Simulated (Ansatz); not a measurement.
## Where C_i (4-fold void) puts its levels in the gap of SiC (P6_3mc)

Wanted: the transition levels of a self-interstitial in SiC (P6_3mc), from a cell of 108 host atoms with 1 C put in.

Program: Ansatz 0.2.0. Level of theory: place-levels on r2SCAN runs: charge-transition levels and formation energies with image-charge correction and potential alignment at the atomic sites; PAW set soft_1. Results are calculated unless marked as measured.

The experiments to compare with:

For SiC, 6H (bulk crystal, literature), “Charge spill-out and work function of few-layer graphene on SiC(0001)” (2018, arxiv:1806.04908) quotes earlier work: band gap (indirect gap, experimental literature value) 3.03 eV [Literature value cited in passing in the theory part; temperature and measurement method …].

Report form: the programs' logs are mostly left out.

**1. The starting structure**

The cell holds 109 atoms: 54 Si and 55 C. Cell: a = 9.236 Å, b = 9.236 Å, c = 15.108 Å, α = 90.0°, β = 90.0°, γ = 120.0°. It derives from SiC (space group P6_3mc). Nearest the centre at fractional (0.667, 0.667, 0.125): C109 at 0.00 Å, Si100 at 1.89 Å, Si88 at 1.89 Å, Si52 at 1.89 Å, Si102 at 1.89 Å, C108 at 2.18 Å, C96 at 2.18 Å, C60 at 2.18 Å.

Known beforehand: the electronic dielectric constant, (7.09, 7.09, 7.35), and the static one, (10.43, 10.43, 10.95), computed on the host (DFPT, PBEsol, on the r2SCAN cell), and a cell off the functional's own equilibrium shifts the ionic part.

The cell's shortest repeat is 9.2 Å.

**2. What was run first**

Levels follow from differences of total energies between charge states, each relaxed by itself.

Each atom starts 0.05 Å or so off its site in a random direction: a symmetric start keeps its symmetry, and would miss off-centre moves and Jahn–Teller distortions. Forces are taken at one point at (¼, ¼, ¼). The cell holds 3 electrons more than the neutral one, with a uniform background that keeps it neutral on the whole. The electron count is odd, so at least one spin is unpaired; this run locks the moment at 1 μB.

The sampling was tested on the host first: at the k-points planned (1x1x1 shifted 0.25 0.25 0.25) its energy lies -0.041 eV an atom from the dense-mesh value, a large miss, so this sampling is coarse for the host.

One of the inputs; charge, spin and start change from state to state.

Contents of qm3_M1.relax/input.yaml:

```yaml
crystal:
  lattice:
    - [9.23599493, 0.0, 0.0]
    - [-4.61799746, 7.99860624, 0.0]
    - [0.0, 0.0, 15.1078644]
  atoms:
    - { symbol: Si, position: [0.11111111, 0.22222222, 0.8329854] }
    - { symbol: Si, position: [0.22222222, 0.11111111, 0.3329854] }
[... 3 atom lines left out ...]
    - { symbol: Si, position: [0.0, 0.0, 0.99972248] }
[... 21 atom lines left out ...]
    - { symbol: Si, position: [0.11111111, 0.88888889, 0.16650102] }
[... 1 atom line left out ...]
    - { symbol: Si, position: [0.0, 0.66666667, 0.99972248] }
[... 9 atom lines left out ...]
    - { symbol: Si, position: [0.44444444, 0.22222222, 0.16650102] }
[... 11 atom lines left out ...]
    - { symbol: Si, position: [0.44444444, 0.55555556, 0.16650102] }
[... 1 atom line left out ...]
    - { symbol: Si, position: [0.33333333, 0.33333333, 0.99972248] }
[... 3 atom lines left out ...]
    - { symbol: C, position: [0.55555556, 0.44444444, 0.20799668] }
[... 1 atom line left out ...]
    - { symbol: C, position: [0.44444444, 0.55555556, 0.04152848] }
[... 3 atom lines left out ...]
    - { symbol: Si, position: [0.44444444, 0.88888889, 0.16650102] }
[... 1 atom line left out ...]
    - { symbol: Si, position: [0.33333333, 0.66666667, 0.99972248] }
[... 3 atom lines left out ...]
    - { symbol: C, position: [0.55555556, 0.77777778, 0.20799668] }
[... 7 atom lines left out ...]
    - { symbol: Si, position: [0.66666667, 0.0, 0.99972248] }
[... 9 atom lines left out ...]
    - { symbol: Si, position: [0.77777778, 0.55555556, 0.16650102] }
[... 1 atom line left out ...]
    - { symbol: Si, position: [0.66666667, 0.33333333, 0.99972248] }
[... 5 atom lines left out ...]
    - { symbol: C, position: [0.77777778, 0.55555556, 0.04152848] }
[... 3 atom lines left out ...]
    - { symbol: Si, position: [0.77777778, 0.88888889, 0.16650102] }
[... 1 atom line left out ...]
    - { symbol: Si, position: [0.66666667, 0.66666667, 0.99972248] }
[... 3 atom lines left out ...]
    - { symbol: C, position: [0.88888889, 0.77777778, 0.20799668] }
[... 1 atom line left out ...]
    - { symbol: C, position: [0.77777778, 0.88888889, 0.04152848] }
    - { symbol: C, position: [0.666667, 0.666667, 0.124613] }
  host:
    repeats: [3, 3, 1]
    atoms:
      - { symbol: Si, position: [0.33333333, 0.66666667, 0.8329854] }
      - { symbol: Si, position: [0.66666667, 0.33333333, 0.3329854] }
      # ... 10 more atoms of the perfect host
total_charge: -3
basis:
  ecutwfc: 500
  xc_grid: 2
hamiltonian:
  xc: r2scan
  pseudopotentials: { kind: paw, azcp: { folder: soft_1 } }
kpoints:
  mp_grid: { grid: [1, 1, 1], shift: [0.25, 0.25, 0.25] }
magnetization:
  spin_polarized: true
  initial_magnetization: 1
  spin_locking: { lock_magnetization: hard }
scf:
  occupations: { method: fixed }
  max_iter: 100
output:
  forces: true
  charged_corrections:
    epsilon: [7.09, 7.09, 7.35]
    static_epsilon: [10.43, 10.43, 10.95]
    defect_position: [0.666667, 0.666667, 0.124613]
relax:
  f_tol: 0.02
  max_steps: 80
  random_displacement: { amplitude: 0.05, seed: 17 }
checkpoint:
  write: "../qm3_M1.relax.run"
  compress: false
  write_wavefunctions: true
  write_every: 100000
```

Launch:

```bash
$ ansatz run input.yaml --threads 4 --pin off --max-ram 15073MiB --backend cpu --events-out ev --progress --plain --runs-dir out
```

The relaxed structure is kept and the sampling changed to a 2×2×2 shifted mesh.

The run of this state that the levels use, under r2SCAN:

Contents of qm3_M1.point/input.yaml:

```yaml
crystal:
  checkpoint: "../qm3_M1.relax.run"
  host: checkpoint
total_charge: -3
basis:
  ecutwfc: 500
  xc_grid: 2
hamiltonian:
  xc: r2scan
  pseudopotentials: { kind: paw, azcp: { folder: soft_1 } }
kpoints:
  mp_grid: { grid: [2, 2, 2], shift: [0.5, 0.5, 0.5] }
magnetization:
  spin_polarized: true
  initial_magnetization: 1
  spin_locking: { lock_magnetization: hard }
scf:
  occupations: { method: fermi_dirac, width: 0.01 }
  max_iter: 100
output:
  forces: true
  eigenvalues: true
  charged_corrections:
    epsilon: [7.09, 7.09, 7.35]
    static_epsilon: [10.43, 10.43, 10.95]
    defect_position: [0.666667, 0.666667, 0.124613]
  eigenstates: { localisation: true }
  populations: true
  efg: {}
checkpoint:
  read: "../qm3_M1.relax.run"
  write: "../qm3_M1.point.run"
  compress: false
  write_wavefunctions: false
  write_every: 100000
```

Relaxations under r2SCAN at one point at (¼, ¼, ¼); times on 4 threads of Arm Neoverse V2, shared host:

| charge | moment (μB) | occupations | outcome | steps | largest displacement against the far atoms (Å) | time |
| --- | --- | --- | --- | --- | --- | --- |
| −3 | 1 | fixed | converged | 16 | 0.24 | 17 min |
| −2 | 0 | fixed | converged | 12 | 0.56 | 5.2 min |
| −1 | 1 | fixed | converged | 19 | 1.33 | 20 min |
| 0 | 0 | fixed | converged | 22 | 1.33 | 8.8 min |
| +1 | 1 | fixed | converged | 22 | 1.46 | 22 min |
| −2 | 2 | fixed | converged | 19 | 0.24 | 17 min |

Single points under r2SCAN at a 2×2×2 shifted mesh; times on 4 threads of Arm Neoverse V2, shared host:

| charge | moment (μB) | occupations | outcome | time |
| --- | --- | --- | --- | --- |
| −3 | 1 | fermi-dirac | converged | 8.8 min |
| −2 | 0 | fermi-dirac | converged | 3.2 min |
| −1 | 1 | fermi-dirac | converged | 7.6 min |
| 0 | 0 | fermi-dirac | converged | 3.4 min |
| +1 | 1 | fermi-dirac | converged | 7.5 min |
| −2 | 2 | fermi-dirac | converged | 7.8 min |

Distances (Å) from C109 to the nearest atoms after relaxation with r2SCAN:

```
charge  moment (μB)       1.       2.       3.       4.       5.       6.
    −3            1  Si 1.78  Si 1.80  Si 1.82  Si 1.83   C 2.18   C 2.33
    −2            0   C 1.60  Si 1.74  Si 1.74  Si 1.99  Si 1.99   C 2.46
    −2            2  Si 1.80  Si 1.80  Si 1.88  Si 1.88   C 2.18   C 2.30
    −1            1   C 1.42  Si 1.68  Si 1.80  Si 2.48   C 2.53   C 2.60
     0            0   C 1.37  Si 1.72  Si 1.90   C 2.52   C 2.54  Si 2.62
    +1            1   C 1.46   C 1.54  Si 1.68  Si 2.48  Si 2.59  Si 2.60
```

**3. Placing the levels, r2SCAN**

A charged cell interacts with its images and the background, and its potential has another zero than the host's. place-levels removes the first by a point-charge model, screened by the static dielectric constant since the ions have relaxed around the charge, and the second by comparing potentials at atoms far from the defect.

The host is a run of the defect-free crystal in the same cutoffs, grids and k-points, so that basis and sampling errors cancel in part in the differences. The host is run in a cell of 12 atoms on a matching mesh. Its band edges are searched through the zone by a band path, so the gap is smaller than, or equal to, that on the mesh. Chemical potentials are energies per atom of C (diamond), run with the same functional and cutoff. Carbon is taken as diamond, which semilocal functionals can put about 0.1 eV an atom over graphite.

Contents of levels.point.yaml:

```yaml
host:
  run: host.point.run
states: [qm3_M1.point.run, qm2.point.run, qm1_M1.point.run, q0.point.run, qp1_M1.point.run, qm2_M2.point.run]
geometry_from:
  qm3_M1.point.run: qm3_M1.relax.run
  qm2.point.run: qm2.relax.run
  qm1_M1.point.run: qm1_M1.relax.run
  q0.point.run: q0.relax.run
  qp1_M1.point.run: qp1_M1.relax.run
  qm2_M2.point.run: qm2_M2.relax.run
  host.point.run: host.relax.run
chemical_potentials:
  C:
    energy: -251.553391
    dataset: "<sha256 of the dataset>"
epsilon: [7.09, 7.09, 7.35]
static_epsilon: [10.43, 10.43, 10.95]
vertical:
  - { from: qm3_M1.point.run, to: qm3_M1.point_neutral.run }
  - { from: qm2.point.run, to: qm2.point_neutral.run }
  - { from: qm1_M1.point.run, to: qm1_M1.point_neutral.run }
  - { from: qp1_M1.point.run, to: qp1_M1.point_neutral.run }
  - { from: qm2_M2.point.run, to: qm2_M2.point_neutral.run }
```

Launch:

```bash
$ ansatz place-levels levels.point.yaml -- --threads 4 --pin off --max-ram 15073MiB
```

It took 0.86 s on 4 threads of Arm Neoverse V2, shared host.

Levels between the charges placed, in eV above the valence top:

```csv
,gap (eV),(+1/0),(0/−1),(−1/−2),(−2/−3)
r2SCAN,2.37,0.42,2.26,4.02,3.50
```

Corrections by state:

```csv
charge,moment (μB),image terms and alignment (eV),band filling (eV),ε used,"over the lowest of its charge, as the program ranks them, band filling apart (eV)"
+1,1.0,0.226,-,"principal values (10.43, 10.43, 10.95)",0.000
0,0.0,0.000,-,-,0.000
−1,1.0,0.077,-,"principal values (10.43, 10.43, 10.95)",0.000
−2,0.0,0.467,-0.013,"principal values (10.43, 10.43, 10.95)",0.000
−3,1.0,1.053,-0.609,"principal values (10.43, 10.43, 10.95)",0.000
−2,2.0,0.450,-,"principal values (10.43, 10.43, 10.95)",1.070
```

The charged structures listed were also run neutral, and place-levels reads from each pair, by the potential or the spins, how wide the charge is by which they differ; that can be the carrier of either run.

```csv
charge,rms radius (Å),spread where it is widest against the cell (Å),wide from (Å),reading
+1,2.4,1.27,1.39,narrow
−1,2.2,1.42,1.39,wide
−2,2.5,1.52,1.39,wide
−3,3.2,1.72,1.39,wide
```

The neutral runs of these pairs need not share the spin of the lowest neutral state, and very wide values only mean spread over the cell.

From the program's caveats on the states, each cut to its opening words:

- charge +1 (1 μB): its sublattices stand up to 0.0571 Å off the host's, which by the two runs' forces adds about -0.01 eV to its energy against the host's, and moves the band [...]
- charge +1 (1 μB), −1 (1 μB), −3 (1 μB), −2 (2 μB): flagged: stability check not made
- charge −1 (1 μB): it parts from the run at its places by a charge that spreads by about 1.4 Å along one vector (1.4 Å or more is wide), by the spins about the atoms, where the [...]
- charge −1 (1 μB): its sublattices stand up to 0.0211 Å off the host's, which by the two runs' forces adds about +0.01 eV to its energy against the host's, and moves the band [...]
- charge −2: it parts from the run at its places by a charge that spreads by about 1.5 Å along one vector (1.4 Å or more is wide), by its potential at epsilon [7.09, 7.09, [...]
- charge −2: a band-filling correction moves a carrier to the host's band edge, which changes its energy by -0.013 eV
- charge −2: its sublattices stand up to 0.0282 Å off the host's, which by the two runs' forces adds about -0.02 eV to its energy against the host's, and moves the band [...]
- charge −3 (1 μB): it parts from the run at its places by a charge that spreads by about 1.7 Å along one vector (1.4 Å or more is wide), by its potential at epsilon [7.09, 7.09, [...]
- charge −3 (1 μB): a band-filling correction moves a carrier to the host's band edge, which changes its energy by -0.609 eV
- charge −3 (1 μB): its sublattices stand up to 0.0291 Å off the host's, which by the two runs' forces adds about +0.02 eV to its energy against the host's, and moves the band [...]
- charge −2 (2 μB): it parts from the run at its places by a charge that spreads by about 1.5 Å along one vector (1.4 Å or more is wide), by the spins about the atoms, where the [...]

Chemical potentials of the elements' reference phases, run alike. Formation energies (elemental references), with the Fermi level at the valence top and at the conduction bottom (gap 2.37 eV):

```csv
charge,at valence top (eV),at conduction bottom (eV),correction included (eV)
+1,6.38,8.75,0.23
0,6.80,6.80,0.00
−1,9.06,6.69,0.08
−2,13.08,8.34,0.45
−3,16.58,9.47,0.44
```

```csv
Fermi level (eV),lowest formation energy (eV)
0.00,6.38
0.22,6.59
0.43,6.80
0.65,6.80
0.86,6.80
1.08,6.80
1.29,6.80
1.51,6.80
1.72,6.80
1.94,6.80
2.15,6.80
2.37,6.69
```

**4. The same at the relaxations' own k-points**

The relaxations' own energies give the levels at their sampling, for comparison.

Contents of levels.relax_mesh.yaml:

```yaml
host:
  run: host.relax.run
states: [qm3_M1.relax.run, qm2.relax.run, qm1_M1.relax.run, q0.relax.run, qp1_M1.relax.run, qm2_M2.relax.run]
chemical_potentials:
  C:
    energy: -251.553391
    dataset: "<sha256 of the dataset>"
```

Launch:

```bash
$ ansatz place-levels levels.relax_mesh.yaml -- --threads 4 --pin off --max-ram 15073MiB
```

Wall time 0.22 s (4 threads).

Levels between neighbouring charges, in eV above the valence top:

```
                        gap (eV)  (+1/0)  (0/−1)  (−1/−2)  (−2/−3)
one point at (¼, ¼, ¼)      2.38    0.39    2.57     3.65     3.64
  a 2×2×2 shifted mesh      2.37    0.42    2.26     4.02     3.50
```

Going from one point at (¼, ¼, ¼) to a 2×2×2 shifted mesh moves the levels that carry no band-filling term by up to 0.31 eV and formation energies against the elements by up to 0.42 eV; band-filling terms, which differ between samplings, are in these energies.

**5. Summary of results**

```json
{
 "gap of the host": "2.37 eV (r2SCAN)",
 "level (plus 1/0)": "0.42 eV above the valence top",
 "level (0/minus 1)": "2.26 eV above the valence top",
 "level (minus 1/minus 2)": "4.02 eV above the valence top, past the conduction bottom, not a change between lowest states (4.04 eV above the valence top without the band-filling term)",
 "level (minus 2/minus 3)": "3.50 eV above the valence top, past the conduction bottom, not a change between lowest states (4.09 eV above the valence top without the band-filling term)",
 "lowest of the charges placed, just above the valence top (0.02 eV)": "+1",
 "lowest of the charges placed, just below the conduction bottom (0.02 eV)": "−1",
 "lowest formation energy at mid-gap of the charges run, elemental references": "6.80 eV"
}
```

In words: Of the charges placed (−3, −2, −1, 0 and +1), the lowest changes at 0.42 eV (+1/0) and 2.26 eV (0/−1) above the valence top, in a gap of 2.37 eV. (0/−1) lies 0.11 eV from a band edge, less than the doubt on such levels. Charges above +1 were not placed, so these runs say nothing of levels that involve them. States placed: +1 at 1 μB; 0 at 0 μB; −1 at 1 μB; −2 at 0 μB and 2 μB; −3 at 1 μB. Other spin states or structures, where not listed, weren't placed. The program finds carriers beyond a band edge of the host and adds a band-filling term at charge −3 (-0.61 eV) and −2 (-0.01 eV); steps to such a charge show no bound level, and a defect level inside a band would be read the same way. At charge −1, 0 and +1 the atom put in ends up to 1.5 Å from its starting place, so the name tells the start alone and the levels can join different sites. Going from one point at (¼, ¼, ¼) to a 2×2×2 shifted mesh moves the levels that carry no band-filling term by up to 0.31 eV and formation energies against the elements by up to 0.42 eV; band-filling terms, which differ between samplings, are in these energies. Limits: r2SCAN makes the gap too small and tends to spread out bound carriers; force components of up to 0.33 eV/Å remain in a run at the final settings.

Calculation against experiment:

| quantity | measured | r2SCAN |
| --- | --- | --- |
| band gap (least gap of the host) (eV) | 3.03 | 2.37 (-0.66 eV) |

Measured values from arxiv:1806.04908 (2018).

**Verdict.** The band gap is off by -0.66 eV: a clear miss. Local and semilocal functionals usually give gaps below the measured ones. Zero-point and thermal motion shift the measured gap.

[Logs are printed without paths, hosts, clocks, repeated set-up lines and the standing remarks that a program may print on its own settings, such as how far it seeks lower states.]

[Hosts, paths, dates, database ids (printed as entryN), source tags and the programs' standing remarks are cut or masked in the printed files.]

[Where a table of states has a column of steps, it counts the stored structures, which are thinned; the runs took as many ionic steps or more.]

[A defect's name tells the site on which it was built; relaxed atoms can leave that site.]

[For some hosts the program warned that the k-mesh of the response run may be too coarse for force constants and the static dielectric constant; such warnings are not shown here.]
